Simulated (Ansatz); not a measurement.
# Heat carried by phonons in BN (F-43m)

Aim: the lattice thermal conductivity of BN against temperature, and which phonons carry it. The starting cell is a computed one from a database.

Measurements to reproduce:
- thermal conductivity 760 W/m/K near room temperature (given in “Combining the AFLOW GIBBS and Elastic Libraries to efficiently and robustly screen thermo-mechanical properties of solids”, 2017, arXiv:1611.05714)

Main program and level: Ansatz 0.2.0; DFT r2SCAN, scalar-relativistic, plane waves, PAW; PAW set soft_1.

This is a report of a sequence of runs, with most program output left out.

## Step 1: The starting structure

It takes space group F-43m (No. 216, cubic). The conventional cell has a = 3.626 Å, b = 3.626 Å, c = 3.626 Å, α = 90.00°, β = 90.00°, γ = 90.00°. Nearest to B lie 4 N at 1.57 Å. Nearest to N lie 4 B at 1.57 Å. Farther neighbours and most contacts between anions are not listed.

## Step 2: Probe on a coarse mesh

A cheap single point shows whether the cell is a metal or an insulator and how far it is from rest; that sets the k-mesh and the occupations of what follows.

The input, input.yaml:

```yaml
crystal:
  lattice:
    - [0.0, 1.813001, 1.813001]
    - [1.813001, 0.0, 1.813001]
    - [1.813001, 1.813001, 0.0]
  atoms:
    - { symbol: B, position: [0.0, 0.0, 0.0] }
    - { symbol: "N", position: [0.75, 0.75, 0.75] }
kpoints:
  mp_grid: { grid: [8, 8, 8] }
hamiltonian:
  xc: r2scan
  pseudopotentials: { kind: paw, azcp: { folder: soft_1 } }
scf:
  occupations: { method: gaussian, width: 0.1 }
  lower_state_search: "off"
output:
  forces: true
  stress: true
  eigenvalues: true
```

Run with:

```sh
$ ansatz run input.yaml --threads 18 --pin off --max-ram 92160MiB --backend cuda --events-out ev --progress --plain --runs-dir out --max-vram 78GiB
```

Elapsed: 0.97 s, on 1 × NVIDIA GB200 with 18 threads of Arm Neoverse V2, shared host; peak memory 1.1 GiB.

A gap read on the k-mesh alone can miss the band edges.

This step gave:

- pressure: -5.416 GPa
- gap on the k-mesh: 4.976 eV
- volume per atom: 5.959 Å³/atom

The start is under -5.4 GPa at this level and looks like an insulator or semiconductor on this mesh.

## Step 3: Finding the static equilibrium

The vibrations must be taken about the equilibrium of this functional, not about the starting cell, so the structure is relaxed.

input.yaml, the sections that differ from step 2:

```yaml
kpoints:
  mp_grid: { grid: [12, 12, 12] }
scf:
  occupations: { method: gaussian, width: 0.02 }
  lower_state_search: "off"
relax:
  adjacent_minimum: "off"
  f_tol: 0.005
  max_steps: 80
  cell: { stress_tol: 0.05 }
# crystal, hamiltonian, output: as in step 2
```

Wall time 2.4 s (1 × NVIDIA GB200 with 18 threads); peak memory 1.1 GiB.

The steps of the relaxation:

```csv
step,energy less that of the first step (eV),largest force component (eV/Å),pressure (GPa),volume (Å³)
1,0.0000,0.0000,-5.42,11.92
2,-0.0024,0.0000,-2.28,11.82
3,-0.0030,0.0000,0.04,11.75
4*,-0.0029,0.0000,0.04,11.75
```

Relaxation steps marked * repeat the geometry before them on a plane-wave basis chosen anew for their cell, so energy and pressure can jump there.

The run keeps the 24 symmetry operations that it works with, so distortions that break them were not tested.

```csv
"conventional cell, symmetrised",before,after,change
a (Å),3.626,3.609,-0.5 %
b (Å),3.626,3.609,-0.5 %
c (Å),3.626,3.609,-0.5 %
volume (Å³/atom),5.96,5.87,-1.4 %
```

Final coordinates:

```xyz
2
Lattice="0.0000 1.8044 1.8044 1.8044 0.0000 1.8044 1.8044 1.8044 0.0000" Properties=species:S:1:pos:R:3 pbc="T T T"
B     0.0000    0.0000    0.0000
N     2.7065    2.7065    2.7065
```

Numbers from this step:

- pressure: 0.04286 GPa
- gap on the k-mesh: 4.995 eV
- volume per atom: 5.875 Å³/atom

The relaxation ends with a pressure of 0.04 GPa.

## Step 4: Tight relaxation

The thresholds are tightened for a last relaxation ahead of the phonons, and where mesh or smearing change with them the cell follows.

input.yaml, the sections that differ from step 3:

```yaml
crystal:
  lattice:
    - [0.0, 1.8043644756, 1.8043644756]
    - [1.8043644756, 0.0, 1.8043644756]
    - [1.8043644756, 1.8043644756, 0.0]
  atoms:
    - { symbol: B, position: [0.0, 0.0, 0.0] }
    - { symbol: "N", position: [0.75, 0.75, 0.75] }
scf:
  occupations: { method: fixed }
  lower_state_search: "off"
relax:
  adjacent_minimum: "off"
  f_tol: 0.001
  max_steps: 60
  cell: { stress_tol: 0.01 }
# kpoints, hamiltonian, output: as in step 3
```

Elapsed: 2.4 s, on 1 × NVIDIA GB200 with 18 threads; peak memory 1 GiB.

Little changed from the start: no atom moved by 0.005 Å and no cell edge by 0.1 %.

This step gave:

```
pressure          : -9.65e-4 GPa
gap on the k-mesh : 4.994 eV
```

The residual pressure is -9.6e-4 GPa, small enough for phonons.

## Step 5: An input with a fault

This input was changed on purpose, to see how the program answers.

The input, input.yaml:

```yaml
crystal:
  lattice:
    - [0.0, 1.8044320083, 1.8044320083]
    - [1.8044320083, 0.0, 1.8044320083]
    - [1.8044320083, 1.8044320083, 0.0]
  atoms:
    - { symbol: B, position: [0.0, 0.0, 0.0] }
    - { symbol: "N", position: [0.75, 0.75, 0.75] }
kpoints:
  mp_grid: { grid: [12, 12, 12] }
hamiltonian:
  xc: r2scan
  pseudopotentials: { kind: paw, azcp: { folder: soft_1 } }
scf:
  occupations: { method: fixed }
  lower_state_search: "off"
  max_iter: 100
output:
  eigenvalues: true
phonons:
  supercell: [3, 3, 3]
  dielectric: false
  third_order: { supercell: [3, 3, 3], pair_cutoff: "4 eV" }
  lattice_thermal_conductivity:
    qmesh: [15, 15, 15]
    temperatures: [300]
    isotope_mass_variance:
      - { species: B, variance: 0.001354 }
      - { species: "N", variance: 1.838e-05 }
```

Run time: 0.02 s. Hardware: 18 threads; peak memory 0.018 GiB.

The program refused the input before any cycle.

The program's message: “Error: YAML parse error: error: line 23 column 53: expected [length], got [energy] (`eV`)
  --> <input>:23:53
   |
21 |   supercell: [3, 3, 3]
22 |   dielectric: false
23 |   third_order: { supercell: …”

The fault put into the input: a cutoff in a unit of energy.

## Step 6: Third-order constants and the Boltzmann equation

The supercell must be wider than twice the pair cutoff, and the number of displaced cells grows with the pairs inside it, which is where the cost lies.

input.yaml, the sections that differ from step 5:

```yaml
scf:
  occupations: { method: fixed }
  lower_state_search: "off"
phonons:
  method: fd
  dielectric: true
  supercell: [4, 4, 4]
  temperatures: { t_max: 1000, t_step: 50 }
  qpath:
    path:
      - [[0.0, 0.0, 0.0], [0.5, 0.0, 0.5], [0.5, 0.25, 0.75], [0.375, 0.375, 0.75], [0.0, 0.0, 0.0], [0.5, 0.5, 0.5], [0.625, 0.25, 0.625], [0.5, 0.25, 0.75], [0.5, 0.5, 0.5], [0.375, 0.375, 0.75]]
      - [[0.625, 0.25, 0.625], [0.5, 0.0, 0.5]]
    npoints: 10
  third_order: { supercell: [4, 4, 4], pair_cutoff: 4.083 }
  lattice_thermal_conductivity:
    qmesh: [29, 29, 29]
    temperatures: [100.0, 150.0, 200.0, 300.0, 400.0, 500.0, 600.0, 800.0]
    isotope_mass_variance:
      - { species: B, variance: 0.001354 }
      - { species: "N", variance: 1.838e-05 }
    solution: relaxation_time
# crystal, kpoints, hamiltonian, output: as in step 5
```

The job ended after 6.5 min (1 × NVIDIA GB200 with 18 threads; peak memory 3.1 GiB).

This step gave:

```yaml
gamma_frequencies: 0, 0, 0, 1042, 1042, 1042 cm⁻¹ (negative: imaginary)
lowest_frequency_on_the_path: 0 cm⁻¹
zero_point_energy: 0.3186 eV/cell
point_group: -43m
highest_frequency: 1300 cm⁻¹
debye_temperature_from_the_second_moment: 1648 K
kappa_at_300_k_relaxation_time: 703.4 W/m/K
dipole_term: run
mean_free_path_at_half_of_kappa: 266 nm
share_of_kappa_above_the_three_lowest_branches: 0.004
third_order_blocks: 2102
periodic_aliases_dropped: 72
largest_relative_sum_rule_correction: 0.1802
displaced_cells_third_order: 166
```

LO-TO term included. Phonon branches along the path, in cm⁻¹:

```csv
point,branch 1,branch 2,branch 3,branch 4,branch 5,branch 6
Γ,0,0,0,1042,1042,1300
halfway,479,479,659,991,991,1274
X,718,718,895,895,1025,1169
halfway,748,768,893,903,1018,1107
W,787,828,885,962,985,1009
halfway,725,853,884,929,985,1060
K,679,869,889,908,981,1090
halfway,432,544,675,988,1022,1227
Γ,0,0,0,1042,1042,1300
halfway,359,359,637,1009,1009,1263
L,498,498,977,978,978,1158
halfway,577,671,950,959,994,1106
U,679,869,889,908,981,1090
halfway,725,853,884,929,985,1060
W,787,828,885,962,985,1009
halfway,611,703,940,955,998,1091
L,498,498,977,978,978,1158
halfway,577,671,950,959,994,1106
K,679,869,889,908,981,1090
jump to U,679,869,889,908,981,1090
halfway,708,768,893,898,1020,1139
X,718,718,895,895,1025,1169
```

Lattice thermal conductivity, RTA xx against temperature:

```csv
temperature (K),"lattice thermal conductivity, RTA xx (W/m/K)"
100,6060
150,2732
200,1399
300,703
400,522
500,435
600,379
800,306
```

The modes has structure finer than the step of the table below, so its rows give means over 50 cm⁻¹, whole bins alone (the curve runs from -10 to 1348 cm⁻¹). Peaks (cm⁻¹: height): B 998.0: 0.0143, 1143.3: 0.00363; N 895.5: 0.00807, 998.0: 0.0122.

Phonopy on the run's constants, 21x21x21 mesh, Gaussian sigma 9.7 cm⁻¹. The modes by wavenumber; means over each step; values in 1/cm⁻¹/cell:

```csv
wavenumber (cm⁻¹),B,N
50,7.5e-6,1.0e-5
100,3.1e-5,4.1e-5
150,9.2e-5,1.2e-4
200,1.5e-4,1.9e-4
250,2.3e-4,2.9e-4
300,3.7e-4,4.7e-4
350,5.6e-4,7.1e-4
400,7.9e-4,9.9e-4
450,0.00116,0.00145
500,0.00198,0.00249
550,0.00239,0.00295
600,0.00259,0.00311
650,0.00286,0.00330
700,0.00307,0.00337
750,0.00242,0.00268
800,0.00199,0.00259
850,0.00182,0.00267
900,0.00449,0.00653
950,0.00807,0.00790
1000,0.0112,0.00985
1050,0.00194,0.00160
1100,0.00314,0.00178
1150,0.00332,0.00158
1200,0.00256,0.00147
1250,0.00204,0.00135
1300,6.9e-4,5.0e-4
```

Distinct triplets, nearest first. Third order norms, by row:

```csv
sites,side 1 (Å),side 2 (Å),side 3 (Å),norm of the 27 components (eV/Å³)
B-B-B,0,0,0,202.3
N-N-N,0,0,0,197.6
B-N-N,0,1.56,1.56,93.17
B-N-B,0,1.56,1.56,95.06
B-N-N,1.56,1.56,2.55,2.81
B-N-B,1.56,1.56,2.55,3.023
B-B-B,0,2.55,2.55,5.581
B-B-B,2.55,2.55,2.55,0.338
B-B-B,2.55,2.55,2.55,1.051
N-N-N,0,2.55,2.55,9.706
N-N-N,2.55,2.55,2.55,0.572
N-N-N,2.55,2.55,2.55,0.638
B-N-N,1.56,2.55,2.99,0.786
B-N-B,1.56,2.55,2.99,0.624
B-N-N,0,2.99,2.99,1.267
B-N-N,2.55,2.99,2.99,0.157
B-N-B,2.55,2.99,2.99,0.053
B-N-B,2.55,2.99,2.99,0.117
B-N-B,0,2.99,2.99,0.97
B-B-B,2.55,2.55,3.61,0.17
N-N-N,2.55,2.55,3.61,0.08
B-N-B,1.56,2.99,3.61,0.256
B-N-N,1.56,2.99,3.61,0.15
B-B-B,0,3.61,3.61,0.762
N-N-N,0,3.61,3.61,0.309
B-N-N,1.56,2.55,3.93,1.198
B-N-B,1.56,2.55,3.93,0.718
B-N-N,2.55,2.99,3.93,0.165
B-N-B,2.55,2.99,3.93,0.272
B-N-N,2.99,3.61,3.93,0.037
```

Born charge (rows field, columns displacement) (e), principal values of the symmetric part by kind of site:

```csv
atom,atoms with these values,low,middle,high,mean
B1,1,1.98,1.98,1.98,1.98
N2,1,-1.98,-1.98,-1.98,-1.98
```

In full for B1:

```
1.98 0.00 0.00
0.00 1.98 0.00
0.00 0.00 1.98
```

RTA, 300 K. Kappa by branch, by row:

```csv
branch (by rank),mean frequency (THz),mean rms speed (km/s),median lifetime (ps),share of kappa
1,16.9,6.07,13.6,0.451
2,19.11,7.88,9.95,0.315
3,24.55,6.34,6.36,0.23
4,28.7,1.85,1.73,0.001
5,29.87,1.73,1.09,0.001
6,34.94,3.72,1.73,0.002
```

Spectral kappa at 300 K, relaxation time (W/m/K/THz) against frequency; read off at these points:

frequency (THz), spectral kappa at 300 K, relaxation time (W/m/K/THz) and a bar:
```
      0.5        0.0 
      1.5       17.6 ##########
      2.5       53.3 ##############################
      3.5       31.9 ##################
      4.5       30.5 #################
      5.5       28.6 ################
      6.5       40.9 #######################
      7.5       31.6 ##################
      8.5       28.8 ################
      9.5       40.0 #######################
     10.5       38.0 #####################
     11.5       41.2 #######################
     12.5       38.0 #####################
     13.5       40.5 #######################
     14.5       36.7 #####################
     16.5       29.0 ################
     17.5       29.6 #################
     18.5       25.8 ###############
     20.5       16.8 #########
     21.5       11.9 #######
     22.5       11.7 #######
     24.5        6.7 ####
     25.5        4.5 ###
     26.5        3.0 ##
     28.5        0.6 
     29.5        0.3 
     30.5        0.1 
     31.5        0.2 
     33.5        0.4 
     34.5        0.3 
     35.5        0.2 
     37.5        0.0 
     38.5        0.0
```

Relaxation-time solution. The share of κ carried by shorter paths by mean free path:

```csv
mean free path (nm),100 K,300 K,800 K
2.15,0,0,0.002
3.16,0,0,0.006
4.64,0,0.001,0.012
6.81,0,0.002,0.022
10,0,0.003,0.031
14.7,0,0.004,0.039
21.5,0,0.005,0.058
31.6,0,0.008,0.194
46.4,0,0.021,0.62
68.1,0,0.081,0.809
100,0,0.197,0.869
147,0,0.309,0.919
215,0.001,0.412,0.94
316,0.002,0.55,0.952
464,0.002,0.642,0.958
681,0.004,0.725,0.969
1000,0.006,0.781,0.977
1470,0.01,0.835,0.977
2150,0.017,0.868,0.986
3160,0.026,0.89,1
4640,0.044,0.919,1
6810,0.063,0.936,1
10000,0.097,0.944,1
14700,0.138,0.98,1
21500,0.192,1,1
31600,0.251,1,1
46400,0.34,1,1
68100,0.429,1,1
1.0e5,0.584,1,1
1.5e5,0.629,1,1
2.2e5,0.674,1,1
3.2e5,0.674,1,1
4.6e5,1,1,1
```

300 K; a sample spread over frequency. Mode lifetimes, by row, the first 40 of 90 rows:

```csv
q1,q2,q3,branch,frequency (THz),rms speed (km/s),three-phonon rate (1/ps),isotope rate (1/ps),lifetime (ps),mean free path (nm)
0,0,0.0345,1,1.644,10.26,0.00153,1.06e-6,653,6700
0,0.069,0.1379,2,6.74,10.25,0.0318,5.75e-4,30.9,317
0,0.069,0.2069,1,9.134,9.84,0.0191,0.00209,47.3,465
0,0.1379,0.2069,2,10.53,10.39,0.0374,0.00408,24.1,250
0.0345,0.1034,0.2759,2,11.78,9.92,0.0367,0.00693,22.9,227
0.069,0.1724,-0.1724,1,12.67,8.42,0.02,0.00984,33.5,282
0.0345,0.1034,-0.2759,1,13.45,6.08,0.0145,0.0136,35.6,216
0,0.069,-0.3448,1,14.12,4.39,0.0103,0.0182,35.2,155
0.0345,0.2069,0.3103,2,14.72,9.55,0.0485,0.0269,13.3,127
0.069,0.1724,0.4138,1,15.05,6.78,0.0263,0.0339,16.6,113
0.0345,0.1034,-0.4138,1,15.48,3.28,0.0106,0.0356,21.6,70.9
0.1034,0.2069,0.4483,1,15.86,6.99,0.0228,0.0394,16.1,112
0.069,0.2414,-0.2414,1,16.29,6.81,0.0153,0.0419,17.5,119
0,0.1034,-0.4138,2,16.68,7.52,0.0222,0.045,14.9,112
0,0.1379,-0.3103,2,17.05,9.64,0.0376,0.0496,11.5,111
0,0.2759,-0.2759,1,17.42,5.2,0.00975,0.0505,16.6,86.2
0,0.3103,0.3448,2,17.84,7.15,0.0444,0.0616,9.44,67.5
0.0345,0.3103,0.3793,2,18.18,7.53,0.0428,0.0649,9.29,69.9
0,0.2759,-0.3448,1,18.56,4.29,0.0101,0.0622,13.8,59.4
0.1379,0.2759,-0.3793,1,18.91,6.21,0.0204,0.069,11.2,69.5
0.1379,0.3103,-0.2759,1,19.32,6.57,0.0217,0.075,10.3,68
0.1034,0.2414,-0.2414,2,19.61,9.24,0.0361,0.0773,8.81,81.4
0,0.0345,0.2759,3,20,12.77,0.0571,0.0731,7.68,98.1
0,0.2069,-0.3103,2,20.35,10.04,0.0348,0.0875,8.18,82.1
0,0.2069,-0.4828,2,20.67,9.31,0.0292,0.0899,8.39,78.1
0.0345,0.2414,-0.2759,2,20.95,9.66,0.0362,0.0969,7.51,72.5
0,0.4483,0.4828,1,21.31,1.91,0.0103,0.115,7.97,15.2
0.0345,0.4828,-0.4483,1,21.55,1.82,0.00801,0.11,8.48,15.4
0,0.2414,-0.3103,2,21.97,9.48,0.0362,0.088,8.05,76.3
0.1724,0.4483,-0.3793,1,22.38,4.37,0.0281,0.114,7.05,30.8
0.1379,0.3103,-0.2759,2,22.69,7.75,0.0319,0.0774,9.15,70.9
0.1379,0.4828,-0.3793,2,23.27,3.97,0.00845,0.0666,13.3,52.8
0,0.2414,0.3793,3,23.69,8.15,0.0737,0.0607,7.44,60.7
0.0345,0.2759,-0.2414,3,24.21,5.69,0.101,0.0749,5.7,32.4
0.1379,0.4483,-0.3448,2,24.63,5.66,0.0146,0.0858,9.96,56.4
0.069,0.2069,-0.2759,3,25.07,8.61,0.089,0.084,5.78,49.7
0.1379,0.3448,-0.4828,3,25.58,5.14,0.0757,0.06,7.37,37.9
0.1034,0.2759,-0.2759,3,26.11,7.08,0.0876,0.0574,6.9,48.8
0.1379,0.2759,-0.4483,3,26.56,6.48,0.0833,0.106,5.28,34.2
0.1034,0.3793,-0.4483,3,26.71,1.93,0.0481,0.188,4.23,8.17
```

Without the LO-TO term. Gamma linewidths, by row:

```csv
branch,frequency (cm⁻¹),three-phonon rate (1/ps),isotope rate (1/ps),FWHM (cm⁻¹)
4,1042,0.18,0.0368,1.15
5,1042,0.18,0.0368,1.15
6,1042,0.18,0.0368,1.15
```

W/m/K, third of the trace; RTA populations with a boundary rate v/L added to each mode (Matthiessen's rule). Kappa by grain size, by row:

```csv
T (K),bulk,10 nm,30 nm,100 nm,300 nm,1000 nm,10000 nm,100000 nm
100,6060,3.327,9.703,30.17,80.64,220.5,1112,3244
300,703.2,36.8,91.32,204.4,341.9,483.9,644.2,694.4
600,379.2,57.84,124.6,222,295.5,341.9,373.1,378.5
```

W/m/K, third of the trace; RTA populations with the isotope rates scaled. Kappa by mass disorder, by row:

```csv
T (K),no isotopes,as typed,variance x 3,variance x 10,variance x 30
100,14140,6060,3726,1919,933.6
300,1244,703.2,506.7,335.9,217.4
600,579.3,379.2,266,164.9,103.7
```

At 300 K the relaxation-time value is 703 W/(m K).

## Step 7: What came out

```yaml
highest_frequency: 1300 cm⁻¹
debye_temperature_from_the_second_moment: 1648 K
kappa_at_300_k_relaxation_time: 703.4 W/m/K
mean_free_path_at_half_of_kappa: 266 nm
share_of_kappa_above_the_three_lowest_branches: 0.004
```

In words: The lattice of BN conducts 703 W/(m K) at 300 K by r2SCAN (mean over directions, relaxation-time solution). Above 300 K the relaxation-time κ falls as T^-0.84. Grains of 100 nm would keep 29 % of the bulk value at 300 K, and grains of 1 µm 69 %. Removing the natural isotope disorder raises κ at 300 K by 77 %. A measured thermal conductivity near room temperature is 760 W/m/K (arXiv:1611.05714); the calculated 703 W/m/K differs by -7 %. Part of this agreement may be a cancellation, since four-phonon scattering and the shift of frequencies with temperature are both left out, and a relaxation-time value usually lies below the full solution. The last run computed the relaxation-time solution alone; it counts normal processes as resistive, so the full solution usually lies higher, most of all in good conductors. The sum rules changed one orbit of cubic constants by up to 18 %; by the manual a large change points to a short cutoff or, on a small and distant orbit, to noisy forces. The conductivities include the coherence part between close branches; the shares for grains, isotopes, branches and paths are of the relaxation-time populations alone. Cubic couplings among atoms farther apart than the pair cutoff are dropped, and neither the cutoff nor the q-mesh was shown to be converged here. The interpolation has no quadrupole term, so branches near the zone centre are less sure, since this crystal has sites that are not centres of inversion. The PAW files were made for PBE and are used here under another functional, for which the program regenerates the frozen cores.

[Logs are printed without paths, hosts, clocks, repeated set-up lines and the standing remarks that a program may print on its own settings, such as how far it seeks lower states.]

[Hosts, paths, dates, database ids (printed as entryN), source tags and the programs' standing remarks are cut or masked in the printed files.]

[A step with changed settings may run another functional than the one named; its input shows which.]
